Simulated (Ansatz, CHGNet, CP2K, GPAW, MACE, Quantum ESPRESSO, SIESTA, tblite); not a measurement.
# Codes compared on random packing of 41In2S3-59GeS2 (mol %) (84 atoms)

Wanted: errors and costs of other methods on random packing of 41In2S3-59GeS2 (mol %) (84 atoms). A plane-wave run serves as the reference.

Program: Ansatz 0.2.0. Level of theory: Kohn-Sham DFT, PBE, PAW, plane waves. Results are calculated unless marked as measured.

### 1. Starting point

The cell holds 84 atoms: 18 In, 53 S and 13 Ge. Its edges and angles: a = 12.555 Å, b = 12.555 Å, c = 12.555 Å, α = 90.0°, β = 90.0°, γ = 90.0°. 84 atoms (18 In, 53 S, 13 Ge) packed at random in a cube at 3.95 g/cm³ and pushed apart as soft spheres, cations and anions kept from their own kind; a start for melting by ab initio MD, not an equilibrated structure. Then every atom was moved at random, 0.03 Å r.m.s. a Cartesian component.

### 2. The reference run

The PAW files are the set soft_2.

The input, input.yaml:

```yaml
crystal:
  lattice:
    - [12.5551, 0.0, 0.0]
    - [0.0, 12.5551, 0.0]
    - [0.0, 0.0, 12.5551]
  atoms:
    - { symbol: In, position: [0.10639, 0.59302, 0.90724] }
    - { symbol: In, position: [0.00879, 0.32433, 0.52367] }
    - { symbol: In, position: [0.53, 0.4893, 0.85252] }
    - { symbol: In, position: [0.48722, 0.94386, 0.44878] }
    [... 74 atom lines left out ...]
    - { symbol: Ge, position: [0.03934, 0.82968, 0.84721] }
    - { symbol: Ge, position: [0.36647, 0.78129, 0.97686] }
    - { symbol: Ge, position: [0.02608, 0.67107, 0.53148] }
    - { symbol: Ge, position: [0.07591, 0.04852, 0.74325] }
    - { symbol: Ge, position: [0.90789, 0.21035, 0.76227] }
    - { symbol: Ge, position: [0.84717, 0.79005, 0.95449] }
kpoints:
  mp_grid: { grid: [1, 1, 1] }
hamiltonian:
  xc: pbe
scf:
  occupations: { method: fermi_dirac, width: 0.05 }
output:
  forces: true
  eigenvalues: true
  populations: true
  stress: true
```

Run with:

```
ansatz run input.yaml --threads 8 --pin off --max-ram 15872MiB --backend cpu --events-out ev --progress --plain --runs-dir out
```

Numbers of over 12 decimals in the logs are rounded to 6 here.

Log:

```text
[...]
Pseudopotentials: kind: paw
Pseudopotential: In, paw, valence charge 13, recommended cutoff 420 eV (normal), In.paw.azcp
Pseudopotential: S, paw, valence charge 6, recommended cutoff 420 eV (normal), S.paw.azcp
Pseudopotential: Ge, paw, valence charge 14, recommended cutoff 420 eV (normal), Ge.paw.azcp
[... 5 lines on functional and potentials left out ...]
Crystal: 84 atoms, lattice volume = 1979.067 Å³
Basis set: ecut = 420 eV, 38641 PW (Γ), exchange–correlation on 180×180×180 points (8 copies of the dense FFT grid, shifted against one another)
Bands: 451, of which v1, the nominal top of the filled ones, is band 367 counted from 1 (366 counted from 0)
Symmetry: 1 space group operations
Space group: P1 (ITA 1), of the structure as read, at distance tolerance 1.3e-4 Å
k-points: 1
[... 7 lines on functional and potentials left out ...]
Initial density: superposition of atomic densities (neutral atoms: chi_scale 0, normalization atom), corrected by the library's trained network
Initial wavefunctions: pseudopotential atomic-orbital guess
[...]
SCF iter   1: F=—  HF=-204376.713779 eV  |F-HF|=—  |Δ(HF+E_count)|=         —  Δρ=5.83e-3  dr2=2.14e0  ethr=1.77e-3  ⟨swp⟩=6.0  Hψ=1830  notcnv=0  defer=10
preconditioner: auto → LDOS  [metal: Δε(μ)=0.050 eV  Ē_g=10.758 eV  σ=0.050 eV  W_gap=0.25  n_scr=436 (ndim 8)  ℏωp=20.5 eV  f_vac=0.030  D(μ)=63.97/eV (n_scr^D=460)  β→1.0]
[...]
SCF iter  10: F=—  HF=-204376.494965 eV  |F-HF|=—  |Δ(HF+E_count)|=   1.56e-7  Δρ=2.36e-6  dr2=2.74e-7  ethr=2.48e-10  ⟨swp⟩=2.0  Hψ=606  notcnv=0  defer=50
SCF iter  11: F=-204376.494965 eV  HF=-204376.494965 eV  |F-HF|=4.81e-8  |Δ(HF+E_count)|=   1.46e-8  Δρ=1.08e-6  dr2=5.85e-8  ethr=1.36e-11  ⟨swp⟩=10.0  Hψ=1827  notcnv=0
SCF 1 converged in 11 iterations: F = -204376.494965 eV  dr2 = 5.85e-8
[...]
SCF converged after 11 iterations
Free energy (F): -204376.494965 eV
Harris-Foulkes:  -204376.494965 eV  (|F-HF|=4.81e-8)
Internal energy: -204375.928601 eV  (E = F + TS)
E sigma→0 (E₀):  -204376.211783 eV
Entropy (-TS):   -0.566363 eV (-6.742 meV/atom)
Fermi energy:    5.978810 eV
--- Per-component energies (eV) ---
[...]
Σ components = -204376.494965   (vs F -204376.494965, Δ=0.00e0)
--- Forces (eV/Å), atoms counted from 1 ---
  atom   1  In     0.62849541    -0.74605316     0.10989972
  atom   2  In    -0.78393865    -0.63295282     0.26828630
  atom   3  In    -0.41520087    -0.16008050    -1.48441416
  atom   4  In    -1.47057786     0.45782211     1.48508844
[...]
atom  84  Ge    -0.17064429     0.75541817     1.32074981
  max |Σ_I F_I| component: 8.90e-5 eV/Å
--- Stress (GPa, compression-positive) ---
        2.140809       0.720578       0.014861
        0.720578       1.855505      -0.519891
        0.014861      -0.519891       3.340853
  P = ⅓ Tr σ = 2.4457 GPa (24.457 kbar)
--- Band table (eV) ---
  k-point 0: bands = ["-19.3963", "-19.3585", "-19.3501", "-19.3252", [... 435 levels ...], "10.6482", "10.7306", "10.7754", "10.8540", "10.9095", "10.9430", "10.9876", "11.0542", "11.1633", "11.2058", "11.2537", "11.2822"]
--- Löwdin populations: 84 sites ---
  site symbol       q [e]
     0     In     12.5469
     1     In     12.6885
     2     In     12.5357
[...]
83     Ge     13.6644
  spilling = 0.004788 (of n_electrons = 734.000000)
```

The job ended after 16 s (8 threads of Arm Neoverse V2, shared host; peak memory 2.8 GiB).

Numbers from this run:

```yaml
free_energy: -204376.4950 eV
free_energy_per_atom: -2433.0535 eV/atom
scf_cycles: 11
pressure: 2.446 GPa
r_m_s_force_component: 0.7412 eV/Å
longest_force: 2.869 eV/Å
fermi_energy: 5.979 eV
levels_partly_filled_by_over_2_per_cent: 13
spilling_of_the_projection: 0.004788
```

Length of the force by element:

| element | coordination | atoms | mean length of the force (eV/Å) | spread | least | most |
| --- | --- | --- | --- | --- | --- | --- |
| Ge | all | 13 | 1.39 | 0.655 | 0.367 | 2.87 |
| In | all | 18 | 1.47 | 0.427 | 0.628 | 2.14 |
| S | all | 53 | 1.00 | 0.477 | 0.235 | 2.53 |

Löwdin charges by element (they lack the spilled electrons, 0.042 e an atom on average):

```
element  coordination  atoms  mean charge (e)  spread   least     most
     Ge           all     13            0.376  0.0722   0.268    0.527
     In           all     18            0.405  0.0691   0.270    0.503
      S           all     53           -0.163  0.0569  -0.288  -0.0108
```

The levels nearest the highest filled one (over half full), pooled over k-points and spins:

```csv
level less the highest filled one (eV),occupation
-0.166,1.94
-0.134,1.89
-0.101,1.80
-0.0578,1.58
-0.0292,1.36
0,1.08
0.0356,0.732
0.0484,0.617
0.0643,0.49
0.102,0.264
0.129,0.164
0.160,0.091
```

The run ends at a pressure of 2.45 GPa, with forces up to 2.9 eV/Å.

### 3. Structure statistics

Density 3.95 g/cm³, 23.56 Å³ an atom.

g(r), total and by pair (bins of 0.2 Å):

```
r (Å)  total   S-S  S-In  S-Ge  In-In  In-Ge  Ge-Ge
 2.10   0.19  0.00  0.00  0.96   0.00   0.00   0.00
 2.30   1.02  0.00  1.02  3.77   0.00   0.00   0.00
 2.50   1.61  0.00  4.76  1.63   0.00   0.00   0.00
 2.70   0.78  0.00  1.96  1.29   0.00   0.00   0.00
 2.90   0.59  0.00  0.79  1.50   0.00   0.00   3.31
 3.10   1.31  1.84  0.77  0.24   1.46   3.11   1.91
 3.30   2.42  4.52  0.84  0.96   3.58   0.60   0.00
 3.50   1.08  1.00  0.95  1.52   1.21   0.80   0.75
 3.70   0.89  0.85  1.14  0.42   0.37   1.73   1.40
 3.90   0.94  1.11  0.54  1.04   1.30   1.32   0.00
 4.10   0.73  0.63  0.78  0.82   0.86   1.02   0.00
 4.30   0.84  0.76  0.58  0.92   1.05   1.97   1.01
 4.50   1.03  0.75  1.27  0.95   0.23   1.48   3.67
 4.70   0.90  1.02  0.97  0.72   1.09   0.30   0.86
 4.90   0.91  0.84  1.06  0.90   0.80   0.84   0.78
 5.10   1.04  1.03  0.95  1.24   1.49   0.52   1.42
 5.30   0.94  0.84  1.11  1.01   1.02   0.83   0.00
 5.50   1.09  0.96  1.28  1.17   0.81   1.11   0.92
 5.70   0.99  1.00  0.86  1.17   1.04   0.84   0.86
 5.90   1.15  1.18  1.14  1.08   0.99   1.35   1.06
 6.10   0.91  0.92  0.91  0.80   1.30   0.72   1.27
```

### 4. The other programs

The programs:
- CHGNet: machine-learned potential, published weights.
- CP2K 2026.2: Gaussian basis with GTH pseudopotentials and a plane-wave density; labels give functional, basis (MOLOPT sets; SR short-range, UZH the newer set with its own potentials), grid cutoff/relative cutoff and solver (OT: orbital transformation; TRS4, TC2, SIGN: linear-scaling purification with its sparsity filter), or its built-in tight binding.
- GPAW 26.7.0: PAW with atomic orbitals (LCAO), plane waves or a real-space grid of spacing h.
- MACE: machine-learned potential, published weights.
- Quantum ESPRESSO 7.5: plane waves; labels (QE) give functional, pseudopotential set and cutoffs of waves/density.
- SIESTA 5.4.2: numerical atomic orbitals, whose automatically made sets are far from complete, with PseudoDojo norm-conserving potentials that we converted to its format (checked against plane waves on the same files for H, C, O, Si, Ge and Ca alone); labels give functional, basis size, energy shift and mesh cutoff.
- tblite 0.8.0: extended tight binding, driven from Python.

All use the same cell and atoms; the electronic-structure runs use the same k-mesh, and an electronic temperature of 580 K (0.05 eV) where levels are smeared.

Differences are against the plane-wave reference, forces as r.m.s. over components; share is that over the reference's r.m.s. force, slope the least-squares factor from reference forces to these. Total energies of different programs have different zeros and aren't compared.

```
                                                               run  Δ force, r.m.s. (meV/Å)  share (%)  slope  Δ pressure (GPa)  cores  CPU time  memory (GiB)
                                                         reference                        -          -      -                 -      8     2 min           2.8
                                            CHGNet 0.3.0 potential                      353       47.7  0.870            -0.310      1     2.8 s          0.66
       CP2K PBE+rVV10L, DZVP-MOLOPT-SR, 350/50 Ry, diagonalisation                     63.9       8.63  1.036            -0.300      2    13 min           4.4
     CP2K PBE, DZVP-MOLOPT-SR, 175/50 Ry, diagonalisation (coarse)                     50.2       6.77  1.029             0.588      2   5.6 min           1.2
              CP2K PBE, DZVP-MOLOPT-SR, 350/50 Ry, diagonalisation                     45.3       6.11  1.029             0.522      2   6.4 min           2.4
      CP2K PBE, SZV-MOLOPT-SR, 350/50 Ry, diagonalisation (coarse)                      376       50.7  1.325              2.76      1   5.1 min           2.1
CP2K PBE, TZV2P-MOLOPT (SR for In, Ge), 350/50 Ry, diagonalisation                     50.5       6.81  1.032             0.528      4    17 min           5.2
                    CP2K PBE, TZVP-UZH, 350/50 Ry, diagonalisation                     54.7       7.38  1.036             0.599      4    10 min           5.2
                                       GPAW PBE, LCAO dzp, h 0.2 Å                      147       19.8  1.093                 -      1   4.9 min           1.9
                         GPAW PBE, LCAO szp(dzp), h 0.2 Å (coarse)                      322       43.4  1.189                 -      1   3.8 min           1.8
                                      GPAW RPBE, LCAO dzp, h 0.2 Å                      163       22.0  1.123                 -      1   5.1 min           1.9
                                       MACE MP-0b2 small potential                      300       40.5  0.996             0.622      1     5.3 s          0.67
                                      MACE MP-0b3 medium potential                      229       30.9  0.929            -0.136      1     6.8 s          0.86
                          QE PBE, sssp-1.3.0-efficiency, 45/360 Ry                     14.8       1.99  1.009            -0.077      4    54 min           5.5
               SIESTA PBE, DZ, shift 0.01 Ry, mesh 300 Ry (coarse)                      487       65.7  1.301              3.06      1   4.1 min           1.1
                       SIESTA PBE, DZP, shift 0.01 Ry, mesh 300 Ry                      205       27.6  1.101             0.578      2    11 min           2.0
               SIESTA PBE, SZ, shift 0.02 Ry, mesh 300 Ry (coarse)                      732       98.8  1.500              2.80      1   2.7 min          0.79
                                                   tblite GFN2-xTB                      253       34.1  0.875            -0.939      1      22 s          0.17
                                                  tblite IPEA1-xTB                      599       80.8  1.128             -6.70      1     8.5 s          0.17
```

Rows marked coarse were listed beforehand as settings not expected to be converged; some can still land near the reference.

Times of the machine-learned potentials are mostly Python's start and the loading of weights.

CPU time is summed over cores on a shared host, where runs went side by side, so it is rough. Symmetry, cutoffs, thresholds, outputs and thread counts weren't matched or tuned between programs; memory under MPI is the largest rank's times the ranks.

Runs without a result: CP2K GFN1-xTB, diagonalisation (not converged, the SCF not settling); SIESTA PBE, SZ, shift 0.01 Ry, mesh 300 Ry (cut off at its time limit of 3 min).

Mean charges by element (e), by run and scheme:

```
                                                               run     scheme     In      S     Ge
                                                         reference     Löwdin  +0.41  -0.16  +0.38
       CP2K PBE+rVV10L, DZVP-MOLOPT-SR, 350/50 Ry, diagonalisation   Mulliken  -0.32  +0.05  +0.26
              CP2K PBE, DZVP-MOLOPT-SR, 350/50 Ry, diagonalisation   Mulliken  -0.30  +0.04  +0.26
CP2K PBE, TZV2P-MOLOPT (SR for In, Ge), 350/50 Ry, diagonalisation   Mulliken  +0.39  -0.14  +0.05
                    CP2K PBE, TZVP-UZH, 350/50 Ry, diagonalisation   Mulliken  +0.38  -0.20  +0.30
                       SIESTA PBE, DZP, shift 0.01 Ry, mesh 300 Ry  Hirshfeld  +0.25  -0.13  +0.18
                                                   tblite GFN2-xTB   Mulliken  +0.23  -0.18  +0.43
                                                  tblite IPEA1-xTB   Mulliken  +0.26  -0.10  +0.06
```

The reference's Löwdin charges lack the electrons that the projection spills, 0.042 e an atom on average.

Within one program, basis, potentials and functional, energies share a zero. Each run against its twin at the usual cutoff or grid and solver:

| run | twin | Δ energy (meV/atom) | Δ force, r.m.s. (meV/Å) | CPU time over the twin's |
| --- | --- | --- | --- | --- |
| CP2K PBE, DZVP-MOLOPT-SR, 175/50 Ry, diagonalisation | DZVP-MOLOPT-SR, 350/50 Ry, diagonalisation | -0.814 | 24.3 | 0.88 |

### 5. What came out

```
reference r.m.s. force component                       : 0.741 eV/Å
nearest in forces                                      : QE PBE, sssp-1.3.0-efficiency, 45/360 Ry, 2.0 %
farthest in forces                                     : SIESTA PBE, SZ, shift 0.02 Ry, mesh 300 Ry (coarse), 99 %
cheapest electronic-structure run beside the reference : tblite IPEA1-xTB, 8.5 s of CPU time
```

**Reading.** PBE on plane waves or a grid with other potentials, cutoffs or grids, coarse settings apart, differs from the reference by 2.0 % (QE PBE, sssp-1.3.0-efficiency, 45/360 Ry) of the r.m.s. force; this holds the reference's own error, so differences of a few per cent don't tell which side is nearer the exact PBE result (QE's 45 Ry are 612 eV, against the reference's 420 eV). The PBE runs in local orbitals, coarse settings apart, differ by 6.1 % (CP2K PBE, DZVP-MOLOPT-SR, 350/50 Ry, diagonalisation) to 28 % (SIESTA PBE, DZP, shift 0.01 Ry, mesh 300 Ry); basis, grid and potentials can all enter. Tight binding differs by 34 % (tblite GFN2-xTB) to 81 % (tblite IPEA1-xTB); it is another model, with fitted parameters of its own, and the xTB methods hold dispersion. Machine-learned potentials differ by 31 % (MACE MP-0b3 medium potential) to 48 % (CHGNet 0.3.0 potential); they were trained on other programs' data. Rows with another functional or a dispersion term differ by 8.6 % (CP2K PBE+rVV10L, DZVP-MOLOPT-SR, 350/50 Ry, diagonalisation) to 22 % (GPAW RPBE, LCAO dzp, h 0.2 Å), which mixes the change of model with differences of basis and potentials. IPEA1-xTB was fitted to ionisation energies and electron affinities, not to forces or charges. tblite GFN2-xTB needed 112 SCF steps, so its time overstates the method's usual cost. Runs with settings chosen to be coarse differ by 6.8 % (CP2K PBE, DZVP-MOLOPT-SR, 175/50 Ry, diagonalisation) to 99 % (SIESTA PBE, SZ, shift 0.02 Ry, mesh 300 Ry), their programs' other errors included. Of the electronic-structure runs that take under half the reference's CPU time, tblite GFN2-xTB comes nearest, at 34 % in 22 s against 2 min. SIESTA PBE, DZP, shift 0.01 Ry, mesh 300 Ry stiffens the forces by a factor of 1.10 while following their directions (correlation 0.974). In pressure, SIESTA PBE, DZ, shift 0.01 Ry, mesh 300 Ry misses by +3.1 GPa, at the same functional. Charges hang on model, scheme and program or settings: among these rows the mean for In runs from -0.32 to +0.41 e, even in sign. In the reference: 13 levels are partly filled, by over 2 % (at Γ alone): at this level the cell shows no clear gap. Levels of broken or missing bonds inside a gap of the host would look the same. In the reference: mean Löwdin charges: Ge +0.38, In +0.41, S -0.16 e (they miss 0.48 % of the electrons, so they add up to more than the cell's charge). Periodic xTB results under one method name differ between programs and library versions. The potentials hold different valence shells: 734 electrons in the reference, 604 in CP2K with SZV-MOLOPT-SR and 604 in GPAW; this bears on time and differences. GPAW's setups keep the filled d shell of Ge in the core. Machine-learned potentials mimic data converged in k, so the reference's own k-point error enters their differences. The reference's pressure of 2.4 GPa belongs to a cell and atoms that aren't relaxed at this level. The electronic-structure runs sample only Γ, in a cell whose shortest periodic width is 13 Å, which is coarse for a cell with partly filled levels.

[Also dropped from logs without a mark: logging warnings of Python, and SIESTA's first energy breakdown and zero terms.]

[Logs are printed without paths, hosts, clocks, repeated set-up lines and the standing remarks that a program may print on its own settings, such as how far it seeks lower states.]

[Hosts, paths, dates, database ids (printed as entryN), source tags and the programs' standing remarks are cut or masked in the printed files.]
